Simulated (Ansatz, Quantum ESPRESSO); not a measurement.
## Mode couplings of Sc (P6_3/mmc) in a second program

Aim: mode couplings and λ of Sc (P6_3/mmc) by double-delta sums in Quantum ESPRESSO. The first relaxation steps of the session are not shown, so no cell shown is the starting entry, unless a step says so.

Calculated with Ansatz 0.2.0 and Quantum ESPRESSO 7.5; DFT PBE, scalar-relativistic, plane waves, PAW, in the first sound run; inputs show where later runs differ.

Most raw output is cut from this account.

## Step 1: The cell after earlier relaxation steps

It takes space group P6_3/mmc (No. 194, hexagonal). The conventional cell has a = 3.320 Å, b = 3.320 Å, c = 5.163 Å, α = 90.00°, β = 90.00°, γ = 120.00°. Sc has 12 Sc at 3.22 to 3.32 Å nearest.

## Step 2: Tight relaxation

Residual forces and stress shift phonon frequencies, so the cell is relaxed again, with tight thresholds and the mesh and smearing of this input. Earlier relaxation steps are not shown.

Input file input.yaml:

```yaml
crystal:
  lattice:
    - [3.3196259682, 0.0, 0.0]
    - [-1.6598129841, 2.8748804195, 0.0]
    - [0.0, 0.0, 5.1634992892]
  atoms:
    - { symbol: Sc, position: [0.3333333333, 0.6666666667, 0.25] }
    - { symbol: Sc, position: [0.6666666667, 0.3333333333, 0.75] }
kpoints:
  mp_grid: { grid: [12, 12, 6] }
hamiltonian:
  xc: pbe
scf:
  occupations: { method: methfessel_paxton, width: 0.2 }
output:
  forces: true
  stress: true
  eigenvalues: true
relax:
  adjacent_minimum: "off"
  f_tol: 0.001
  max_steps: 60
  cell: { stress_tol: 0.01 }
```

On the command line:

```console
$ ansatz run input.yaml --threads 4 --pin off --max-ram 8192MiB --backend cpu --events-out ev --progress --plain --runs-dir out
```

Elapsed: 2.5 s, on 4 threads of Arm Neoverse V1, shared host; peak memory 0.37 GiB; 8.7 s of CPU time.

Little changed from the start: no atom moved by 0.005 Å and no cell edge by 0.1 %.

Numbers from this step:

| Item | Value |
| --- | --- |
| pressure | 0.006886 GPa |
| volume per atom | 24.62 Å³ |
| metallic on mesh | yes |
| gap on the k-mesh | 0 eV |

The largest force is now zero by symmetry and the largest stress component 0.0095 GPa.

## Step 3: Ground state with pw.x

ph.x needs a tightly converged ground state on the same k mesh; the cell is that of the step before.

This step: DFT PBE, scalar-relativistic, plane waves, GBRV ultrasoft pseudopotentials (Quantum ESPRESSO 7.5).

Input file pw.in:

```
&control
   calculation = 'scf'
   prefix = 'x'
   outdir = './tmp'
   pseudo_dir = './pseudo'
   tprnfor = .true.
   tstress = .true.
/
&system
   ibrav = 4
   celldm(1) = 6.27254231
   celldm(3) = 1.55477253
   nat = 2
   ntyp = 1
   ecutwfc = 45.0
   ecutrho = 360.0
   occupations = 'smearing'
   smearing = 'fd'
   degauss = 0.00734986
   nbnd = 21
/
&electrons
   conv_thr = 1.0d-11
   mixing_beta = 0.5
/
ATOMIC_SPECIES
 Sc     44.9559  Sc.upf
ATOMIC_POSITIONS crystal
 Sc     0.333333333   0.666666667   0.250000000
 Sc     0.666666667   0.333333333   0.750000000
K_POINTS automatic
 12 12 6 0 0 0
```

On the command line:

```console
$ OMP_NUM_THREADS=1 mpirun -n 4 pw.x -nk 4 -in pw.in > pw.x.log
```

Run time: 14 s. Hardware: 4 MPI ranks.

Numbers from this step:

```
pressure : 0.1663 GPa
```

With these potentials, mesh and smearing the cell is at 0.17 GPa.

## Step 4: Phonons and couplings with ph.x: Fermi–Dirac smearing of 0.1 eV

ph.x gives each mode's frequency and linewidth; λ of a mode follows from Gaussian double-delta sums over the k mesh, here at four widths.

Input file ph.in:

```
phonons and couplings
&inputph
   prefix = 'x'
   outdir = './tmp'
   tr2_ph = 1.0d-15
   fildyn = 'x.dyn'
   fildvscf = 'dvscf'
   ldisp = .true.
   nq1 = 3
   nq2 = 3
   nq3 = 2
   electron_phonon = 'simple'
   el_ph_ngauss = 0
   el_ph_sigma = 0.00734986
   el_ph_nsigma = 4
   alpha_mix(1) = 0.5
   amass(1) = 44.9559
/
```

On the command line:

```console
$ OMP_NUM_THREADS=1 mpirun -n 4 ph.x -nk 4 -in ph.in > ph.x.log
```

Elapsed: 49 min, on 4 MPI ranks; 3.3 h of CPU time.

This step gave:

```yaml
highest_frequency_solved_or_plainly_interpolated: 224.4 cm⁻¹
omega_log_against_width: 18.93, 18.59, 18.55, 18.55 meV, at widths 0.1 to 0.4 eV
```

As ph.x prints them, no sum rule imposed; at the zone centre the sum is no linewidth. Double-delta sums:

```
    q1      q2   q3  star  mode  omega (meV)  lambda_q, sigma 0.1 eV  lambda_q, sigma 0.2 eV  lambda_q, sigma 0.3 eV  lambda_q, sigma 0.4 eV  half width at sigma 0.2 (meV)
     0       0    0     1     1       0.8547                       0                       0                       0                       0                        4.14e-5
     0       0    0     1     2        1.035                       0                       0                       0                       0                        4.14e-5
     0       0    0     1     3        1.035                       0                       0                       0                       0                        4.14e-5
     0       0    0     1     4        16.71                  0.3783                   0.206                  0.1411                  0.1078                         0.3607
     0       0    0     1     5        16.71                  0.3783                   0.206                  0.1411                  0.1078                         0.3607
     0       0    0     1     6        27.83                  0.0555                  0.0388                  0.0366                  0.0378                         0.1882
     0       0  0.5     1     1        11.94                  0.0215                  0.0374                  0.0484                  0.0551                        0.03342
     0       0  0.5     1     2        11.94                  0.0215                  0.0374                  0.0484                  0.0551                        0.03342
     0       0  0.5     1     3        11.94                  0.0215                  0.0374                  0.0484                  0.0551                        0.03342
     0       0  0.5     1     4        11.94                  0.0215                  0.0374                  0.0484                  0.0551                        0.03342
     0       0  0.5     1     5        20.02                  0.0314                  0.0675                  0.0673                  0.0625                         0.1696
     0       0  0.5     1     6        20.02                  0.0314                  0.0675                  0.0673                  0.0625                         0.1696
     0  0.3333    0     6     1        12.73                  0.0551                  0.0713                  0.0679                  0.0646                        0.07246
     0  0.3333    0     6     2        13.74                  0.1026                  0.1071                  0.0938                  0.0846                         0.1267
     0  0.3333    0     6     3        21.64                  0.0546                   0.052                  0.0518                  0.0519                         0.1526
     0  0.3333    0     6     4        23.12                  0.0659                  0.0617                  0.0494                  0.0417                         0.2068
     0  0.3333    0     6     5        24.22                  0.1045                  0.0897                  0.0798                  0.0711                           0.33
     0  0.3333    0     6     6        26.97                  0.0114                  0.0174                  0.0205                  0.0238                        0.07936
     0  0.3333  0.5     6     1        16.55                  0.1054                   0.109                  0.1084                  0.1021                         0.1873
     0  0.3333  0.5     6     2        16.55                  0.1054                   0.109                  0.1085                  0.1021                         0.1873
     0  0.3333  0.5     6     3        18.19                  0.0542                  0.0505                  0.0515                   0.049                         0.1048
     0  0.3333  0.5     6     4        18.19                  0.0542                  0.0505                  0.0515                   0.049                         0.1048
     0  0.3333  0.5     6     5        24.32                    0.07                   0.063                  0.0626                  0.0603                         0.2338
     0  0.3333  0.5     6     6        24.32                    0.07                   0.063                  0.0626                  0.0603                         0.2338
0.3333  0.3333    0     2     1        20.78                  0.1205                  0.1018                  0.0914                   0.086                         0.2758
0.3333  0.3333    0     2     2        20.78                  0.1205                  0.1018                  0.0914                   0.086                         0.2758
0.3333  0.3333    0     2     3        21.85                  0.0685                  0.0549                  0.0502                   0.047                         0.1644
0.3333  0.3333    0     2     4        21.85                  0.0685                  0.0549                  0.0502                   0.047                         0.1644
0.3333  0.3333    0     2     5        24.86                  0.0194                  0.0203                  0.0198                  0.0196                         0.0787
0.3333  0.3333    0     2     6        25.12                  0.1145                  0.0805                  0.0736                  0.0741                         0.3186
0.3333  0.3333  0.5     2     1        13.58                  0.1763                  0.1757                  0.1627                  0.1484                         0.2033
0.3333  0.3333  0.5     2     2        13.58                  0.1763                  0.1757                  0.1627                  0.1484                         0.2033
0.3333  0.3333  0.5     2     3        24.33                  0.0375                  0.0493                  0.0473                  0.0463                          0.183
0.3333  0.3333  0.5     2     4        24.33                  0.0375                  0.0493                  0.0473                  0.0463                          0.183
0.3333  0.3333  0.5     2     5        24.33                  0.0835                   0.086                  0.0807                  0.0749                         0.3195
0.3333  0.3333  0.5     2     6        24.33                  0.0835                   0.086                  0.0807                  0.0749                         0.3195
```

Mean over the q mesh without its centre; few wavevectors enter, so none of the widths can be taken as converged. Coupling constant λ, lambda against Gaussian width:

```
Gaussian width (eV)  coupling constant λ, lambda
              0.100                        0.440
              0.200                        0.437
              0.300                        0.417
              0.400                        0.395
```

λ runs from 0.440 at 0.1 eV to 0.395 at 0.4 eV.

## Step 5: Outcome

```yaml
phonon_run_of_the_rows_without_a_label_of_their_own: PBE, q 3×3×2, k 12×12×6
coupling_lambda_by_gaussian_sums_at_0p2_ev_quantum_espresso_gbrv_cutoff_612_ev_q_3x3x2_k_12x12x6: 0.437
```

Under gradient-corrected functionals ph.x can misplace modes where the density is low; no frozen-phonon run checks these frequencies. In the last run that gave them, λ from the Gaussian sums is steady within 12 % between widths of 0.1 and 0.4 eV; these sums hold few wavevectors and leave out the zone centre.

[Logs are printed without paths, hosts, clocks, repeated set-up lines and the standing remarks that a program may print on its own settings, such as how far it seeks lower states.]

[Hosts, paths, dates, database ids (printed as entryN), source tags and the programs' standing remarks are cut or masked in the printed files.]
